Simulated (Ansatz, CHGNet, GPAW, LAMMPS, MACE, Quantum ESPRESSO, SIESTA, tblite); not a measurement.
# Which run comes nearest? Glassy 85GeO2-15Li2O (mol %) (78 atoms)

Density of this cell: 3.71 g/cm³. The cell holds 78 atoms: 22 Ge, 8 Li and 48 O. Its edges and angles: a = 10.276 Å, b = 10.276 Å, c = 10.276 Å, α = 90.0°, β = 90.0°, γ = 90.0°. 78 atoms (22 Ge, 8 Li, 48 O) placed at random at 3.6 g/cm³, melted at 4000 K for 10 ps at fixed volume with the Morse and Coulomb pair potential with partial charges (Pedone, Malavasi, Menziani, Cormack and Segre, J. Phys. Chem. B 110, 11780 (2006)). Quenched from 4000 K to 300 K at 30 K/ps and fixed volume, held 10 ps at zero pressure.

Geometry: as built.

The reference, a calculation:

```
method                                           : Kohn-Sham DFT, PBE, PAW, plane waves (Ansatz 0.2.0); cutoff 420 eV, Γ point, fermi-dirac smearing of 0.05 eV; PAW set soft_2
r.m.s. force component                           : 1.175 eV/Å
longest force                                    : 4 eV/Å
pressure                                         : 7.889 GPa
gap (highest filled to lowest empty level) : 1.343 eV
SCF cycles                                       : 9
time                                             : 13 s on 4 threads of Arm Neoverse V2, shared host
CPU time                                         : 49 s
```

Runs, in no order:
A. SIESTA PBE, DZP, shift 0.01 Ry, mesh 150 Ry: Kohn-Sham DFT, PBE, PseudoDojo 0.4.1 norm-conserving pseudopotentials (converted to PSML), numerical atomic orbitals (DZP), diagonalisation
B. QE PBE, sssp-1.3.0-efficiency, 60/480 Ry: Kohn-Sham DFT, PBE, SSSP efficiency 1.3.0 pseudopotentials, plane waves
C. MACE MP-0b2 small potential: machine-learned interatomic potential MACE MP-0b2 small, trained on PBE(+U) plane-wave data
D. CHGNet 0.3.0 potential: machine-learned interatomic potential CHGNet 0.3.0, trained on PBE(+U) plane-wave data
E. QE PBE, gbrv-1.5, 40/200 Ry: Kohn-Sham DFT, PBE, GBRV 1.5 ultrasoft pseudopotentials, plane waves

Q: Order them from the smallest to the largest r.m.s. force difference.

E, B, C, D, A.

| run | Δ force, r.m.s. (meV/Å) | share of r.m.s. force (%) | CPU time |
| --- | --- | --- | --- |
| E. QE PBE, gbrv-1.5, 40/200 Ry | 5.71 | 0.486 | 4 min |
| B. QE PBE, sssp-1.3.0-efficiency, 60/480 Ry | 12.9 | 1.10 | 8.2 min |
| C. MACE MP-0b2 small potential | 129 | 11.0 | 5.3 s |
| D. CHGNet 0.3.0 potential | 200 | 17.0 | 3.7 s |
| A. SIESTA PBE, DZP, shift 0.01 Ry, mesh 150 Ry | 395 | 33.6 | 67 s |

Machine-learned potentials mimic data converged in k, so the reference's own k-point error enters their differences. The network of bonds at the start is that of the classical potential that made the cell, and needn't be the one that DFT or experiment would give. The electronic-structure runs sample only Γ, in a cell whose shortest periodic width is 10 Å.

[Logs are printed without paths, hosts, clocks, repeated set-up lines and the standing remarks that a program may print on its own settings, such as how far it seeks lower states.]

[Hosts, paths, dates, database ids (printed as entryN), source tags and the programs' standing remarks are cut or masked in the printed files.]
